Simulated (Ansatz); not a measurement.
# Tc of LaB2Rh3 (P6/mmm) from its phonons, part 2 of 2

What Tc do the phonons of LaB2Rh3 (P6/mmm) give, and how does it depend on μ*? The cell shown first is a relaxed one, from steps not shown here.

Ansatz 0.2.0; DFT PBEsol, scalar-relativistic, plane waves, PAW.

So far, log mean phonon energy ħω_log (meV): step 2 (electron–phonon run: q 3×3×3, k 6×6×9, scattering 8×8×12) 14.9.

## Step 3: Coupling and resistivity: q 3×3×4, k 9×9×12, scattering 12×12×16

The next rung changes the q mesh, which sets the reach of the force constants and couplings; the k mesh of the density and its response; the scattering mesh, which samples the Fermi surface.

File input.yaml:

```yaml
crystal:
  lattice:
    - [5.4381613636, 0.0, 0.0]
    - [-2.7190806818, 4.7095858908, 0.0]
    - [0.0, 0.0, 3.1274054117]
  atoms:
    - { symbol: La, position: [0.0, 0.0, 0.0] }
    - { symbol: B, position: [0.3333333333, 0.6666666667, 0.0] }
    - { symbol: B, position: [0.6666666667, 0.3333333333, 0.0] }
    - { symbol: Rh, position: [0.5, 0.0, 0.5] }
    - { symbol: Rh, position: [0.5, 0.5, 0.5] }
    - { symbol: Rh, position: [0.0, 0.5, 0.5] }
kpoints:
  mp_grid: { grid: [9, 9, 12] }
hamiltonian:
  xc: pbesol
scf:
  occupations: { method: methfessel_paxton, width: 0.2 }
output:
  eigenvalues: true
phonons:
  method: dfpt
  qmesh: [3, 3, 4]
  temperatures: { t_max: 1000, t_step: 50 }
  qpath:
    path:
      - [[0.0, 0.0, 0.0], [0.5, 0.0, 0.0], [0.33333333, 0.33333333, 0.0], [0.0, 0.0, 0.0], [0.0, 0.0, 0.5], [0.5, 0.0, 0.5], [0.33333333, 0.33333333, 0.5], [0.0, 0.0, 0.5]]
      - [[0.5, 0.0, 0.5], [0.5, 0.0, 0.0]]
    npoints: 6
  electrical_resistivity:
    mesh: [12, 12, 16]
    temperatures: [20.0, 50.0, 80.0, 100.0, 150.0, 200.0, 273.0, 300.0, 400.0, 500.0, 600.0, 800.0]
  superconductivity: { mesh: [12, 12, 16] }
```

Launch:

```bash
$ ansatz run input.yaml --threads 16 --pin off --max-ram 61440MiB --backend cuda --events-out ev --progress --plain --runs-dir out
```

Numbers of over 12 decimals in the logs are rounded to 6 here.

Log:

```text
[...]
Crystal: 6 atoms, lattice volume = 80.098 Å³
Basis set: ecut = 420 eV, 1565 PW (Γ), exchange–correlation on 80×80×48 points (8 copies of the dense FFT grid, shifted against one another)
Bands: 41, of which v1, the nominal top of the filled ones, is band 34 counted from 1 (33 counted from 0)
Symmetry: 24 space group operations
k-points: 84 of 972
[...]
SCF iter   1: F=—  HF=-25487.061106 eV  |F-HF|=—  |Δ(HF+E_count)|=         —  Δρ=7.28e-3  dr2=4.55e-2  ethr=1.77e-3  ⟨swp⟩=4.9  Hψ=11559  notcnv=0
[...]
SCF iter   2: F=—  HF=-25487.055082 eV  |F-HF|=—  |Δ(HF+E_count)|=   6.02e-3  S|Δr|=    0.00e0  Δρ=3.16e-3  dr2=7.51e-3  ethr=6.69e-5  ⟨swp⟩=2.5  Hψ=6662  notcnv=0
[...]
SCF iter  10: F=-25487.053310 eV  HF=-25487.053310 eV  |F-HF|=0.00e0  |Δ(HF+E_count)|=  3.64e-12  S|Δr|=    0.00e0  Δρ=1.84e-8  dr2=3.13e-13  ethr=1.00e-12  ⟨swp⟩=4.8  Hψ=13253  notcnv=0
SCF 1 converged in 10 iterations: F = -25487.053310 eV  dr2 = 3.13e-13
[...]
SCF iter   1: F=—  HF=-25487.053240 eV  |F-HF|=—  |Δ(HF+E_count)|=         —  Δρ=6.08e-7  dr2=2.65e-10  ethr=3.37e-7  ⟨swp⟩=3.1  Hψ=21347  notcnv=0
[...]
SCF 2 converged in 4 iterations: F = -25487.053310 eV  dr2 = 8.73e-12
[...]
SCF 3 converged in 10 iterations: F = -25487.053310 eV  dr2 = 3.16e-13
[...]
SCF converged after 10 iterations
[...]
vibrations of 36 cells: unjudged by the run; compare a larger repeat
[...]
--- Superconductivity: potentials and phonons of a 3×3×4 supercell ---
           mesh         λ    ħω_log (meV)  μ* declared at (meV)
       12×12×16    0.8025          14.825               25.126
          6×6×8    0.7790          15.111               25.877
          3×3×4    0.5234          15.615               26.586
  λ by the species' shares of the modes' patterns: La 0.1778, B 0.1354, Rh 0.4893
[...]
0.08      9.203         9.765         8.707         8.920         9.823         9.916          9.894
      0.10      8.114         8.559         7.468         7.658         8.668         8.737          8.718
      0.12      7.067         7.418         6.341         6.508         7.619         7.667          7.652
      0.13      6.562         6.873         5.820         5.974         7.133         7.172          7.159
      0.14      6.070         6.345         5.325         5.467         6.672         6.703          6.692
      0.16      5.130         5.343         4.418         4.537         5.823         5.841          5.833
      0.20      3.451         3.572         2.919         2.996         4.396         4.400          4.400
[...]
vibrations of 36 cells: unjudged by the run; compare a larger repeat
[...]
```

It took 2.1 min on 1 × NVIDIA GB200 with 16 threads of Arm Neoverse V2, shared host; peak memory 11 GiB; 13 min of CPU time.

Numbers from this step:

```yaml
zero_point_energy: 0.2724 eV/cell
highest_frequency_solved_or_plainly_interpolated: 631.8 cm⁻¹
debye_temperature_second_moment: 541 K
resistivity_at_300_k: 44.64 μΩ cm, mean of the axes
coupling_constant_lambda: 0.8025
density_of_states_at_the_fermi_level: 1.429 states/eV a spin and cell
log_mean_phonon_energy_omega_log: 14.82 meV
transport_coupling_constant_lambda_tr: 0.7434, 0.7434, 0.9585 (xx, yy, zz)
drude_plasma_energy: 3.468, 3.468, 7.222 eV (xx, yy, zz)
resistivity_times_mean_free_path: 20.25, 20.25, 5.728 × 10⁻¹⁶ Ω m² (xx, yy, zz)
second_moment_phonon_energy_omega: 25.13 meV
```

Transition temperatures:

```tsv
μ*	McMillan Tc (K)	Allen–Dynes Tc (K)	isotropic Fermi-surface Tc (K)	isotropic full bandwidth Tc (K)	anisotropic Fermi-surface Tc (K)	anisotropic full bandwidth Tc (K)	anisotropic narrow window Tc (K)
0.08	9.2	9.77	8.71	8.92	9.82	9.92	9.89
0.1	8.11	8.56	7.47	7.66	8.67	8.74	8.72
0.12	7.07	7.42	6.34	6.51	7.62	7.67	7.65
0.13	6.56	6.87	5.82	5.97	7.13	7.17	7.16
0.14	6.07	6.34	5.33	5.47	6.67	6.7	6.69
0.16	5.13	5.34	4.42	4.54	5.82	5.84	5.83
0.2	3.45	3.57	2.92	3	4.4	4.4	4.4
```

The Eliashberg function α²F has structure finer than the step of the table below, so its rows give means over 2.5 meV, whole bins alone (the curve runs from 0.304 to 77.6 meV). Peaks (meV: height): α²F 7.61: 0.428, 10.65: 0.471, 13.70: 0.439, 21.00: 0.137, 27.09: 0.254, 47.18: 0.197, 58.14: 0.220; α²F tr 7.61: 0.496, 10.65: 0.471, 13.70: 0.407, 27.09: 0.257, 47.18: 0.195, 49.62: 0.184, 67.88: 0.148.

Table of Eliashberg function α²F by phonon energy; means over each step:

```tsv
phonon energy (meV)	α²F	α²F tr
2.5	9.0e-4	6.5e-4
5.0	0.0148	0.0188
7.5	0.225	0.259
10.0	0.363	0.372
12.5	0.348	0.333
15.0	0.203	0.196
17.5	0.107	0.106
20.0	0.0867	0.0685
22.5	0.0558	0.0484
25.0	0.0609	0.0543
27.5	0.150	0.143
30.0	0.0680	0.0721
32.5	0.0452	0.0418
35.0	0.0148	0.0131
37.5	0.0476	0.0480
40.0	0.0537	0.0617
42.5	0.0564	0.0639
45.0	0.0884	0.0899
47.5	0.149	0.146
50.0	0.149	0.161
52.5	0.124	0.122
55.0	0.133	0.128
57.5	0.177	0.114
60.0	0.0411	0.0250
62.5	0.0213	0.0222
65.0	0.0373	0.0465
67.5	0.0844	0.104
70.0	0.0440	0.0505
72.5	0.0557	0.0570
75.0	0.0556	0.0543
```

The Eliashberg function α²F has structure finer than the step of the table below, so its rows give means over 2.5 meV, whole bins alone (the curve runs from 0.304 to 77.6 meV). Peaks (meV: height): α²F 7.61: 0.428, 10.65: 0.471, 13.70: 0.439, 27.09: 0.254; La 7.61: 0.207, 9.44: 0.108, 13.70: 0.148; B 47.18: 0.187, 49.62: 0.161, 58.14: 0.219, 67.88: 0.118; Rh 7.61: 0.210, 10.65: 0.389, 21.00: 0.130, 27.09: 0.244.

Table of Eliashberg function α²F by phonon energy; means over each step:

```tsv
phonon energy (meV)	α²F	La	B	Rh
2.5	9.0e-4	2.8e-4	3.6e-5	5.8e-4
5.0	0.0148	0.00484	6.2e-4	0.00939
7.5	0.225	0.104	0.00549	0.115
10.0	0.363	0.0837	0.00712	0.272
12.5	0.348	0.0672	0.00667	0.274
15.0	0.203	0.0693	0.00274	0.131
17.5	0.107	0.0261	0.00106	0.0799
20.0	0.0867	0.00977	2.9e-4	0.0767
22.5	0.0558	0.00307	3.2e-4	0.0524
25.0	0.0609	5.0e-4	0.00348	0.0569
27.5	0.150	0.00106	0.00559	0.143
30.0	0.0680	5.3e-5	0.00296	0.0650
32.5	0.0452	2.1e-6	0.00211	0.0431
35.0	0.0148	2.6e-5	0.00334	0.0115
37.5	0.0476	1.6e-4	0.0411	0.00641
40.0	0.0537	1.0e-4	0.0484	0.00520
42.5	0.0564	1.0e-4	0.0513	0.00503
45.0	0.0884	2.5e-4	0.0817	0.00644
47.5	0.149	5.1e-4	0.141	0.00775
50.0	0.149	3.8e-4	0.142	0.00667
52.5	0.124	4.0e-4	0.120	0.00365
55.0	0.133	3.2e-4	0.131	0.00164
57.5	0.177	3.9e-4	0.176	7.6e-4
60.0	0.0411	4.9e-5	0.0406	4.5e-4
62.5	0.0213	0	0.0206	6.8e-4
65.0	0.0373	0	0.0363	0.00103
67.5	0.0844	0	0.0831	0.00126
70.0	0.0440	0	0.0435	4.8e-4
72.5	0.0557	0	0.0552	4.7e-4
75.0	0.0556	0	0.0552	2.9e-4
```

Anisotropic full-bandwidth solution, weighted at the Fermi level. Gaps:

```tsv
mu*	T (K)	mean gap (meV)	5 % (meV)	95 % (meV)	mean Z
0.1	2.18	1.28	0.815	1.75	1.79
0.1	4.37	1.21	0.758	1.67	1.79
0.1	6.55	0.976	0.589	1.34	1.79
0.1	7.86	0.66	0.388	0.902	1.8
0.13	1.79	1	0.559	1.42	1.79
0.13	3.59	0.948	0.512	1.35	1.79
0.13	5.38	0.759	0.389	1.08	1.8
0.13	6.46	0.511	0.254	0.728	1.8
0.16	1.46	0.778	0.356	1.15	1.8
0.16	2.92	0.733	0.319	1.08	1.8
0.16	4.38	0.583	0.238	0.867	1.8
0.16	5.26	0.391	0.153	0.583	1.8
```

The dTc/da2F by phonon energy:

```tsv
phonon energy (meV)	dTc/da2F (K/meV)
2.5	-
5.0	4.20
7.5	3.83
10.0	3.40
12.5	3.03
15.0	2.71
17.5	2.45
20.0	2.22
22.5	2.02
25.0	1.86
27.5	1.72
30.0	1.59
32.5	1.48
35.0	1.38
37.5	1.29
40.0	1.22
42.5	1.14
45.0	1.08
47.5	1.02
50.0	0.966
52.5	0.916
55.0	0.872
57.5	0.830
60.0	0.792
62.5	0.756
65.0	0.723
67.5	0.693
70.0	0.664
72.5	0.637
75.0	0.612
77.5	0.589
```

Table of share of the Fermi-level states by lambda of a state:

```tsv
lambda of a state	share of the Fermi-level states
0.26	0.0185
0.43	0.0729
0.60	0.247
0.78	0.304
0.95	0.219
1.12	0.0708
1.29	0.0402
1.46	0.0142
1.63	2.0e-4
1.81	0
1.98	0.011
2.15	0
2.32	0
2.49	5.0e-4
2.67	0
2.84	0
3.01	0
3.18	0
3.35	0
3.53	0.0019
3.70	0
3.87	0
4.04	0
4.21	1.0e-4
```

## Step 4: What came out

| Property | Result |
| --- | --- |
| meshes | q 3×3×4, k 9×9×12, scattering 12×12×16 |
| coupling constant λ | 0.802 |
| log mean phonon energy ħω_log | 14.8 meV |
| Allen–Dynes Tc at μ* = 0.1 | 8.56 K |
| Allen–Dynes Tc at μ* = 0.13 | 6.87 K |
| anisotropic Eliashberg Tc at μ* = 0.1 | 8.74 K |
| anisotropic Eliashberg Tc at μ* = 0.13 | 7.17 K |

In words: In the last run (PBEsol, q 3×3×4, k 9×9×12, scattering 12×12×16), with λ = 0.80 and ħω_log = 14.8 meV, Tc at μ* = 0.13 is 6.6 K by McMillan's formula, 6.9 K by Allen and Dynes's and 7.2 K by the anisotropic Eliashberg equations. Raising μ* from 0.10 to 0.16 lowers the Allen–Dynes value from 8.6 to 5.3 K. The mean gap at a quarter of Tc gives 2Δ/k_B Tc = 3.24, against 3.53 in weak-coupling theory. The gap spreads from 0.56 to 1.4 meV over nine tenths of the Fermi surface. By the run's own test λ is not converged in the fine mesh: it moves by 3 % between the two finest, and by up to 11 % in the other runs. The run's transport test calls it not converged in the mesh; ρ(300 K) moves by 42 % in the component that moves most. λ of these runs moves by 3 to 11 % between their two finest meshes, and Tc by more, so small gaps between the runs or to the measured value rank nothing. Over the runs, λ takes the values 0.732 and 0.802, in the order shown. μ* is a typed number, phonons are harmonic, and spin fluctuations are left out; at μ* = 0.13 McMillan's formula turns 1 % in λ into about 2.4 % in Tc.

Calculation against experiment:

```
                                                   quantity  measured  Allen–Dynes, PBEsol, q 3×3×3, fine 8×8×12  Eliashberg, PBEsol, q 3×3×3, fine 8×8×12  Allen–Dynes, PBEsol, q 3×3×4, fine 12×12×16  Eliashberg, PBEsol, q 3×3×4, fine 12×12×16
superconducting transition temperature (μ* = 0.13) (kelvin)       2.5                            5.45 (+118.0 %)                           5.88 (+135.2 %)                              6.87 (+174.8 %)                             7.17 (+186.8 %)
```

Measured values from arxiv:2212.02899 (2022).

**Verdict.** For the superconducting transition temperature, of the levels listed nearest comes Allen–Dynes, PBEsol, q 3×3×3, fine 8×8×12 (+118.0 %, a clear miss) and farthest Eliashberg, PBEsol, q 3×3×4, fine 12×12×16 (+186.8 %, a clear miss). Limits of convergence are named above.

[Logs are printed without paths, hosts, clocks, repeated set-up lines and the standing remarks that a program may print on its own settings, such as how far it seeks lower states.]

[Hosts, paths, dates, database ids (printed as entryN), source tags and the programs' standing remarks are cut or masked in the printed files.]
